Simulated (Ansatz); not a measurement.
# Stretching the linear Se chain

Does stretching change the magnetism or the channel count of the linear Se chain?

Program: Ansatz 0.2.0. Level of theory: DFT RPBE, plane waves, PAW; relaxation of a chain's period, in the first sound run; inputs show where later runs differ. Results are calculated unless marked as measured.

### 1. Starting point

The cell holds 1 atom: 1 Se. Cell: a = 7.500 Å, b = 7.500 Å, c = 2.232 Å, α = 90.0°, β = 90.0°, γ = 90.0°. Vacuum lies along a and b. The structure's axis is c.

### 2. The relaxed wire

Band widths follow the bond lengths, so the chain is relaxed first. The atoms and the third cell vector are free; the box across stays fixed as vacuum. Moments are seeded so that a magnetic state can form if it lies lower. A Fermi-Dirac smearing is set since the result may be a metal. The pressure printed is a third of the stress's trace over the whole box, vacuum included; only the stress along the axis is relaxed.

Input file input.yaml:

```yaml
crystal:
  lattice:
    - [7.5, 0.0, 0.0]
    - [0.0, 7.5, 0.0]
    - [0.0, 0.0, 2.232]
  atoms:
    - { symbol: Se, position: [0.5, 0.5, 0.0], spin: 0.3 }
magnetization:
  spin_polarized: true
kpoints:
  mp_grid: { grid: [1, 1, 36] }
scf:
  occupations: { method: fermi_dirac, width: 0.05 }
hamiltonian:
  xc: rpbe
relax:
  cell: { fix: [a, b, alpha, beta, gamma] }
  max_steps: 60
```

Launch:

```
> ansatz run input.yaml --threads 4 --pin off --max-ram 8192MiB --backend cpu --events-out ev --progress --plain --runs-dir out
```

Numbers of over 12 decimals in the logs are rounded to 6 here.

Log:

```text
Engine: ansatz 0.2.0, aarch64-unknown-linux-gnu
Pseudopotentials: kind: paw
Pseudopotential: Se, paw, valence charge 16, recommended cutoff 420 eV (normal), Se.paw.azcp
Functional definition: RPBE
  parameter kappa = 0.804
  parameter beta = 0.066725
  exchange = rpbe_x(kappa = kappa, mu = beta*pi^2/3)
  correlation = pbe_c(beta = beta)
Crystal: 1 atoms, lattice volume = 125.550 Å³
Basis set: ecut = 420 eV, 2463 PW (Γ), exchange–correlation on 108×108×30 points (8 copies of the dense FFT grid, shifted against one another)
Bands: 13, of which v1, the nominal top of the filled ones, is band 8 counted from 1 (7 counted from 0)
Symmetry: 16 space group operations
Space group: P4/mmm (ITA 123), of the structure as read, at distance tolerance 5.0e-5 Å
Magnetic group: BNS 123.339 (UNI 999), of the structure as read, at distance tolerance 5.0e-5 Å
k-points: 19 of 36
Non-local potential: Se, projectors of the file, l = 0: 2, l = 1: 2, l = 2: 3, l = 3: 1
PAW form: soft (Blöchl's): semilocal exchange-correlation on the pseudo side does not see the compensation charge
PAW frozen core: Se, regenerated for the run's functional, and the local potential with it (the file was generated under x = pbe(κ = 0.804, μ = 0.219515), c = pbe(β = 0.066725))
PAW one-centre angular grid: Se, 590 points (default); XC on 64 Gauss nodes
Initial density: superposition of atomic densities (neutral atoms: chi_scale 0, normalization atom)
Starting moments: Σ|m| = 0.3 μB on 1 of 1 site
Initial wavefunctions: pseudopotential atomic-orbital guess
Functional: x = rpbe, c = pbe(β = 0.066725)
iter 1 solved again at ethr=1.45e-4 eV; its pass at ethr=3.10e-3 eV (dr2=2.32e-2 eV) is discarded
SCF iter   1: F=—  HF=-5474.481718 eV  |F-HF|=—  |Δ(HF+E_count)|=         —  Δρ=1.10e-2 (↑1.10e-2 ↓1.05e-2)  dr2=2.35e-2  dr2_m=1.29e-1  M=0.041 μB ∫|m|=0.042 μB  β_m=0.30  ethr=1.45e-4  ⟨swp⟩=1.1  Hψ=3802  notcnv=0
preconditioner: auto → Resta (q_TF=auto, 1.935 Å⁻¹)  ε∞=1.4  [insulator: Δε(μ)=0.253 eV  Ē_g=11.294 eV  σ=0.050 eV  W_gap=0.56  n_scr=20 (ndim 8)  ℏωp=7.5 eV  f_vac=0.711  D(μ)=0.71/eV (n_scr^D=4)  ε∞_Penn≈1.4  vacuum switching on, ρ_ref=9.3e-3 e/Å³]
spin=Collinear: Resta preconditioning applied to the charge; magnetization (m = ρ↑ − ρ↓) channel mixes plain (no charge-response kernel on spin).
SCF iter   2: F=—  HF=-5474.486647 eV  |F-HF|=—  |Δ(HF+E_count)|=   4.93e-3  Δρ=7.76e-3 (↑7.76e-3 ↓7.36e-3)  dr2=1.06e-2  dr2_m=6.34e-2  M=0.035 μB ∫|m|=0.036 μB  β_m=0.30  ethr=1.45e-4  ⟨swp⟩=2.3  Hψ=691  notcnv=0
SCF iter   3: F=—  HF=-5474.490354 eV  |F-HF|=—  |Δ(HF+E_count)|=   3.71e-3  Δρ=5.30e-3 (↑5.30e-3 ↓5.14e-3)  dr2=4.15e-4  dr2_m=3.12e-2  M=0.031 μB ∫|m|=0.032 μB  β_m=0.30  ethr=6.60e-5  ⟨swp⟩=2.5  Hψ=895  notcnv=0
SCF iter   4: F=—  HF=-5474.492031 eV  |F-HF|=—  |Δ(HF+E_count)|=   1.68e-3  Δρ=3.69e-3 (↑3.63e-3 ↓3.69e-3)  dr2=1.61e-5  dr2_m=1.54e-2  M=0.026 μB ∫|m|=0.027 μB  β_m=0.30  ethr=2.60e-6  ⟨swp⟩=2.0  Hψ=882  notcnv=0
SCF iter   5: F=—  HF=-5474.493001 eV  |F-HF|=—  |Δ(HF+E_count)|=   9.70e-4  Δρ=2.60e-3 (↑2.56e-3 ↓2.60e-3)  dr2=3.15e-6  dr2_m=7.64e-3  M=0.022 μB ∫|m|=0.022 μB  β_m=0.30  ethr=1.01e-7  ⟨swp⟩=2.0  Hψ=800  notcnv=0
SCF iter   6: F=—  HF=-5474.493518 eV  |F-HF|=—  |Δ(HF+E_count)|=   5.17e-4  Δρ=1.81e-3 (↑1.81e-3 ↓1.81e-3)  dr2=1.07e-7  dr2_m=3.79e-3  M=0.018 μB ∫|m|=0.019 μB  β_m=0.30  ethr=1.97e-8  ⟨swp⟩=2.0  Hψ=891  notcnv=0
SCF iter   7: F=—  HF=-5474.493796 eV  |F-HF|=—  |Δ(HF+E_count)|=   2.78e-4  Δρ=1.28e-3 (↑1.28e-3 ↓1.28e-3)  dr2=3.20e-8  dr2_m=1.88e-3  M=0.016 μB ∫|m|=0.016 μB  β_m=0.30  ethr=6.66e-10  ⟨swp⟩=2.8  Hψ=1034  notcnv=0
Mixer restart at iter 7: flushing history
spin-set hold released at iteration 7 (site moments contracting): the magnetisation degrees of freedom join the quasi-Newton model from the next iteration; the mixer history was flushed
SCF iter   8: F=—  HF=-5474.493948 eV  |F-HF|=—  |Δ(HF+E_count)|=   1.52e-4  Δρ=9.04e-4 (↑9.04e-4 ↓9.04e-4)  dr2=1.87e-8  dr2_m=9.40e-4  M=0.013 μB ∫|m|=0.014 μB  β_m=0.65  ethr=2.00e-10  ⟨swp⟩=3.0  Hψ=908  notcnv=0
SCF iter   9: F=—  HF=-5474.494150 eV  |F-HF|=—  |Δ(HF+E_count)|=   2.02e-4  Δρ=7.64e-5 (↑7.64e-5 ↓7.61e-5)  dr2=9.18e-10  dr2_m=6.69e-6  M=0.005 μB ∫|m|=0.005 μB  β_m=0.82  ethr=1.17e-10  ⟨swp⟩=4.0  Hψ=1169  notcnv=0
SCF iter  10: F=—  HF=-5474.494152 eV  |F-HF|=—  |Δ(HF+E_count)|=   1.74e-6  Δρ=4.21e-5 (↑4.20e-5 ↓4.21e-5)  dr2=4.33e-10  dr2_m=2.04e-6  M=0.003 μB ∫|m|=0.003 μB  β_m=0.91  ethr=5.73e-12  ⟨swp⟩=4.9  Hψ=1526  notcnv=0
SCF iter  11: F=—  HF=-5474.494157 eV  |F-HF|=—  |Δ(HF+E_count)|=   5.38e-6  Δρ=4.49e-6 (↑4.49e-6 ↓4.27e-6)  dr2=2.16e-9  dr2_m=2.18e-8  M=0.000 μB ∫|m|=0.000 μB  β_m=0.96  ethr=2.71e-12  ⟨swp⟩=4.9  Hψ=1568  notcnv=0
SCF iter  12: F=—  HF=-5474.494157 eV  |F-HF|=—  |Δ(HF+E_count)|=   7.01e-8  Δρ=6.74e-7 (↑5.76e-7 ↓6.74e-7)  dr2=1.55e-9  dr2_m=2.07e-10  M=0.000 μB ∫|m|=0.000 μB  β_m=0.77  ethr=2.71e-12  ⟨swp⟩=4.0  Hψ=1362  notcnv=0
SCF iter  13: F=-5474.494157 eV  HF=-5474.494157 eV  |F-HF|=3.64e-11  |Δ(HF+E_count)|=   2.76e-9  Δρ=1.23e-7 (↑1.23e-7 ↓1.11e-7)  dr2=4.21e-13  dr2_m=1.55e-11  M=0.000 μB ∫|m|=0.000 μB  ethr=2.71e-12  ⟨swp⟩=3.0  Hψ=1213  notcnv=0
WARN: the starting moments were not kept: the SCF closed with an absolute magnetisation of 3.7e-6 μB, where they sum to 0.3 μB in size (1 site). That is at most 0.1 of that sum. Measured as dr2_m measures the in/out step, that magnetisation stands 2.3e-12 eV from none, at or under the dr2_threshold of 1.0e-7 eV: it is no larger than a step whose dr2_m would equal this threshold. The system may hold no moment; this SC [...]
SCF 1 converged in 13 iterations: F = -5474.494157 eV  dr2 = 4.21e-13
  greatest PAW one-centre occupation: 1.000 electrons in one spin orbital (limit 2), on the Se atom at site 0 (counted from 0), in its partial waves of l = 2
relax step   1: F+E_penalty+E_count = -5474.49415740 eV  Δ(F+E_penalty+E_count) = +0.000e0 eV  max|allowed force component| = 0.000e0 eV/Å  Δτ_max = 0.0000 Å  P = +2.525 GPa  Ω = 125.550 Å³  fix = [a, b, alpha, beta, gamma]  reactions: a +0.084, b +0.084 GPa  (13 SCF iters, dr2 threshold 1.00e-7 eV, accepted)
Crystal: 1 atoms, lattice volume = 131.700 Å³
Basis set: ecut = 420 eV, 2551 PW (Γ), exchange–correlation on 108×108×30 points (8 copies of the dense FFT grid, shifted against one another)
Initial density: handed on by an earlier stage of this run
Starting moments: Σ|m| = 0.3 μB on 1 of 1 site; this step starts from the density that it was given
Initial wavefunctions: those handed on with the density
[...]
Basis set: ecut = 420 eV, 2615 PW (Γ), exchange–correlation on 108×108×32 points (8 copies of the dense FFT grid, shifted against one another)
Initial wavefunctions: pseudopotential atomic-orbital guess (no wavefunctions were taken with the density)
iter 1 solved again at ethr=1.61e-7 eV; its pass at ethr=3.10e-3 eV (dr2=2.57e-5 eV) is discarded
SCF iter   1: F=—  HF=-5474.662875 eV  |F-HF|=—  |Δ(HF+E_count)|=         —  Δρ=2.19e-4 (↑2.19e-4 ↓2.19e-4)  dr2=5.73e-6  dr2_m=3.58e-12  M=-0.000 μB ∫|m|=0.000 μB  β_m=0.30  ethr=1.61e-7  ⟨swp⟩=3.1  Hψ=4228  notcnv=0
preconditioner: auto → Resta (q_TF=auto, 1.914 Å⁻¹)  ε∞=1.4  [insulator: Δε(μ)=0.343 eV  Ē_g=12.357 eV  σ=0.050 eV  W_gap=0.76  n_scr=20 (ndim 8)  ℏωp=7.9 eV  f_vac=0.719  D(μ)=0.88/eV (n_scr^D=4)  ε∞_Penn≈1.4  vacuum switching on, ρ_ref=1.1e-2 e/Å³]
spin=Collinear: Resta preconditioning applied to the charge; magnetization (m = ρ↑ − ρ↓) channel mixes plain (no charge-response kernel on spin).
SCF iter   2: F=—  HF=-5474.667894 eV  |F-HF|=—  |Δ(HF+E_count)|=   5.02e-3  Δρ=1.53e-4 (↑1.53e-4 ↓1.53e-4)  dr2=3.04e-6  dr2_m=2.67e-12  M=-0.000 μB ∫|m|=0.000 μB  β_m=0.65  ethr=3.58e-8  ⟨swp⟩=2.0  Hψ=798  notcnv=0
SCF iter   3: F=—  HF=-5474.672306 eV  |F-HF|=—  |Δ(HF+E_count)|=   4.41e-3  Δρ=1.06e-5 (↑1.05e-5 ↓1.06e-5)  dr2=1.77e-6  dr2_m=4.47e-13  M=-0.000 μB ∫|m|=0.000 μB  β_m=0.49  ethr=1.90e-8  ⟨swp⟩=2.7  Hψ=854  notcnv=0
SCF iter   4: F=—  HF=-5474.672314 eV  |F-HF|=—  |Δ(HF+E_count)|=   7.97e-6  Δρ=6.30e-6 (↑6.27e-6 ↓6.30e-6)  dr2=7.63e-7  dr2_m=4.16e-13  M=-0.000 μB ∫|m|=0.000 μB  β_m=0.74  ethr=1.10e-8  ⟨swp⟩=1.7  Hψ=546  notcnv=0
SCF iter   5: F=—  HF=-5474.672316 eV  |F-HF|=—  |Δ(HF+E_count)|=   2.59e-6  Δρ=2.18e-6 (↑2.16e-6 ↓2.18e-6)  dr2=1.16e-7  dr2_m=1.85e-13  M=-0.000 μB ∫|m|=0.000 μB  β_m=0.78  ethr=4.77e-9  ⟨swp⟩=1.8  Hψ=558  notcnv=0
SCF iter   6: F=—  HF=-5474.672316 eV  |F-HF|=—  |Δ(HF+E_count)|=   7.55e-8  Δρ=7.08e-7 (↑6.96e-7 ↓7.08e-7)  dr2=1.35e-8  dr2_m=6.24e-14  M=-0.000 μB ∫|m|=0.000 μB  β_m=0.81  ethr=7.27e-10  ⟨swp⟩=1.8  Hψ=554  notcnv=0
SCF iter   7: F=—  HF=-5474.672316 eV  |F-HF|=—  |Δ(HF+E_count)|=   5.96e-9  Δρ=3.25e-7 (↑3.20e-7 ↓3.25e-7)  dr2=2.71e-9  dr2_m=1.74e-14  M=-0.000 μB ∫|m|=0.000 μB  β_m=0.88  ethr=8.47e-11  ⟨swp⟩=1.8  Hψ=556  notcnv=0
SCF iter   8: F=—  HF=-5474.672316 eV  |F-HF|=—  |Δ(HF+E_count)|=   1.63e-9  Δρ=1.08e-7 (↑1.06e-7 ↓1.08e-7)  dr2=2.84e-10  dr2_m=2.41e-15  M=-0.000 μB ∫|m|=0.000 μB  β_m=0.94  ethr=1.70e-11  ⟨swp⟩=1.8  Hψ=566  notcnv=0
SCF iter   9: F=—  HF=-5474.671691 eV  |F-HF|=—  |Δ(HF+E_count)|=   6.25e-4  Δρ=1.98e-6 (↑1.98e-6 ↓1.98e-6)  dr2=4.96e-8  dr2_m=1.03e-16  M=-0.000 μB ∫|m|=0.000 μB  β_m=0.94  ethr=1.77e-12  ⟨swp⟩=4.4  Hψ=1220  notcnv=0
SCF iter  10: F=—  HF=-5474.671691 eV  |F-HF|=—  |Δ(HF+E_count)|=   1.78e-9  Δρ=1.95e-6 (↑1.95e-6 ↓1.95e-6)  dr2=4.85e-8  dr2_m=2.08e-16  M=-0.000 μB ∫|m|=0.000 μB  β_m=0.59  ethr=1.77e-12  ⟨swp⟩=1.0  Hψ=494  notcnv=0
SCF iter  11: F=—  HF=-5474.671691 eV  |F-HF|=—  |Δ(HF+E_count)|=   1.82e-8  Δρ=1.64e-6 (↑1.64e-6 ↓1.64e-6)  dr2=3.43e-8  dr2_m=5.37e-15  M=-0.000 μB ∫|m|=0.000 μB  β_m=0.64  ethr=1.77e-12  ⟨swp⟩=2.0  Hψ=616  notcnv=0
SCF iter  12: F=—  HF=-5474.671691 eV  |F-HF|=—  |Δ(HF+E_count)|=   2.40e-8  Δρ=1.04e-6 (↑1.04e-6 ↓1.04e-6)  dr2=1.37e-8  dr2_m=1.39e-14  M=-0.000 μB ∫|m|=0.000 μB  β_m=0.82  ethr=1.77e-12  ⟨swp⟩=3.8  Hψ=874  notcnv=0
SCF iter  13: F=—  HF=-5474.671691 eV  |F-HF|=—  |Δ(HF+E_count)|=   1.33e-8  Δρ=4.20e-7 (↑4.20e-7 ↓4.15e-7)  dr2=2.21e-9  dr2_m=1.18e-14  M=-0.000 μB ∫|m|=0.000 μB  β_m=0.91  ethr=1.77e-12  ⟨swp⟩=3.8  Hψ=880  notcnv=0
SCF iter  14: F=—  HF=-5474.671691 eV  |F-HF|=—  |Δ(HF+E_count)|=   1.26e-9  Δρ=4.78e-7 (↑4.78e-7 ↓4.76e-7)  dr2=2.90e-9  dr2_m=2.95e-15  M=-0.000 μB ∫|m|=0.000 μB  β_m=0.95  ethr=1.77e-12  ⟨swp⟩=1.7  Hψ=550  notcnv=0
SCF iter  15: F=—  HF=-5474.671691 eV  |F-HF|=—  |Δ(HF+E_count)|=   3.37e-9  Δρ=8.14e-8 (↑8.14e-8 ↓7.99e-8)  dr2=8.28e-11  dr2_m=1.56e-15  M=-0.000 μB ∫|m|=0.000 μB  β_m=0.89  ethr=1.77e-12  ⟨swp⟩=2.7  Hψ=684  notcnv=0
SCF iter  16: F=-5474.671691 eV  HF=-5474.671691 eV  |F-HF|=9.09e-13  |Δ(HF+E_count)|=  9.91e-11  Δρ=4.91e-9 (↑4.91e-9 ↓4.10e-9)  dr2=2.31e-13  dr2_m=4.20e-16  M=-0.000 μB ∫|m|=0.000 μB  ethr=1.00e-12  ⟨swp⟩=4.0  Hψ=1874  notcnv=0
the starting moments were not kept: the SCF closed with an absolute magnetisation of 4.5e-8 μB, where they sum to 0.3 μB in size (1 site). That is at most 0.1 of that sum. Measured as dr2_m measures the in/out step, that magnetisation stands 4.9e-16 eV from none, at or under the dr2_threshold of 1.0e-11 eV: it is no larger than a step whose dr2_m would equal this threshold.
SCF 5 converged in 16 iterations: F = -5474.671691 eV  dr2 = 2.31e-13
relax step   5: F+E_penalty+E_count = -5474.67169108 eV  Δ(F+E_penalty+E_count) = -6.236e-5 eV  max|allowed force component| = 0.000e0 eV/Å  Δτ_max = 0.0000 Å  P = +0.064 GPa  Ω = 134.166 Å³  fix = [a, b, alpha, beta, gamma]  reactions: a +0.087, b +0.087 GPa  stress off target by 1.74e-2 GPa on what of the cell is left free  SCF on the basis re-selected at this cell (its energy is not comparable with the rows above)  (16 SCF iters)
basis re-selected at this cell: Δ(F+E_penalty+E_count) = -6.236e-5 eV, ΔP = -0.001 GPa vs the last step (what re-selecting the basis moved, of the pressure what is left beyond the Pulay correction that the steps carried, after the strain that the cell walked since its last selection, with what the two solves' SCF thresholds leave and, on support functions, any second-order correction that the steps lacked; it is no measure of the basis error at this ecutwfc). The dense FFT grid was sized anew with the basis: this SCF ran on 54×54×16 points, the steps before it on 54×54×15, so part of this shift can come from that change (see relax.cell in the input reference). [rest of the remark cut]
SCF converged after 16 iterations
Magnetization: -0.0000 μB (8.0000 up, 8.0000 down)
Absolute magnetization: 0.0000 μB (∫|ρ↑−ρ↓|, with the PAW one-centre terms)
Spin contamination: 0.0000 ħ² per cell (⟨S²⟩ above its minimum at these occupations)
Per-site moments (μB) at R_I (Å): [(-2.380767673303915e-8, 0.983886)]
Free energy (F): -5474.671691 eV
Harris-Foulkes:  -5474.671691 eV  (|F-HF|=9.09e-13)
Internal energy: -5474.664654 eV  (E = F + TS)
E sigma→0 (E₀):  -5474.668172 eV
Entropy (-TS):   -0.007037 eV (-7.037 meV/atom)
Fermi energy:    -2.900294 eV
--- Per-component energies (eV) ---
  E_band       = -561.091504
  E_kinetic    = 116.043040
  E_local      = -4875.283400  (includes V_loc(G=0)·N_el)
  E_nonlocal   = -596.050947
  E_hartree    = 2335.446791
  E_xc         = -102.956031
  E_vxc        = -96.023126  (∫ρ·V_xc dr)
  E_paw        = -1917.556324  (= ΣΔE_a)
  E_vpaw       = 219.329979  (= ΣTr[D̂ρ^β])
  E_aug_tail   = -0.000597  (compensation charges beyond the density's cutoff)
  E_ewald      = -434.032586
  E_core_change = -0.274599  (= ΣΔE_core)
  E_smearing   = -0.007037  (= −TS)
  E_closure    = 0.000000  (closes the sum)
  Σ components = -5474.671691   (vs F -5474.671691, Δ=0.00e0)
--- Forces (eV/Å), atoms counted from 1 ---
  atom   1  Se     0.00000000     0.00000000     0.00000000
  max |Σ_I F_I| component: 5.68e-29 eV/Å
--- Stress (GPa, compression-positive) ---
        0.087141       0.000000       0.000000
        0.000000       0.087141       0.000000
        0.000000       0.000000       0.017366
  P = ⅓ Tr σ = 0.0639 GPa (0.639 kbar)
--- Relaxed structure (4 steps of the walk, 4 accepted, 1 SCFs on fresh bases) ---
  F+E_penalty+E_count = -5474.67169108 eV   max|allowed force component| = 0.000e0 eV/Å   (the final SCF, on the basis selected at the relaxed cell)
  cell:  # Å, volume = 134.1662 Å³
    - [7.5, 0.0, 0.0]
    - [0.0, 7.5, 0.0]
    - [0.0, 0.0, 2.385178]
  atoms:
    - { symbol: Se, position: [0.5, 0.5, 0.0] }
```

Wall time 6.5 s (4 threads of Arm Neoverse V2, shared host); peak memory 0.4 GiB; 24 s of CPU time.

Step by step:

| step | energy less that of the first step (eV) | largest force component (eV/Å) | pressure (GPa) | volume (Å³) |
| --- | --- | --- | --- | --- |
| 1 | 0.0000 | 0.0000 | 2.52 | 125.55 |
| 2 | -0.1652 | 0.0000 | 0.61 | 131.70 |
| 3 | -0.1765 | 0.0000 | 0.21 | 133.45 |
| 4 | -0.1775 | 0.0000 | 0.06 | 134.17 |
| 5* | -0.1775 | 0.0000 | 0.06 | 134.17 |

Relaxation steps marked * repeat the geometry before them on a plane-wave basis chosen anew for their cell, so energy and pressure can jump there.

| cell as run | before | after | change |
| --- | --- | --- | --- |
| c (Å) | 2.232 | 2.385 | +6.9 % |

The relaxed structure:

```
Se
1.0
     7.50000    0.00000    0.00000
     0.00000    7.50000    0.00000
     0.00000    0.00000    2.38518
Se
1
Direct
  0.50000 0.50000 0.00000
```

This step gave:

```yaml
energy_at_zero_smearing: -5474.6682 eV
cell_length_along_the_wire: 2.385 Å
```

The cell's length comes to 2.385 Å with no moment.

(Part 1 of 3 ends here.)

[Logs are printed without paths, hosts, clocks, repeated set-up lines and the standing remarks that a program may print on its own settings, such as how far it seeks lower states.]

[Hosts, paths, dates, database ids (printed as entryN), source tags and the programs' standing remarks are cut or masked in the printed files.]
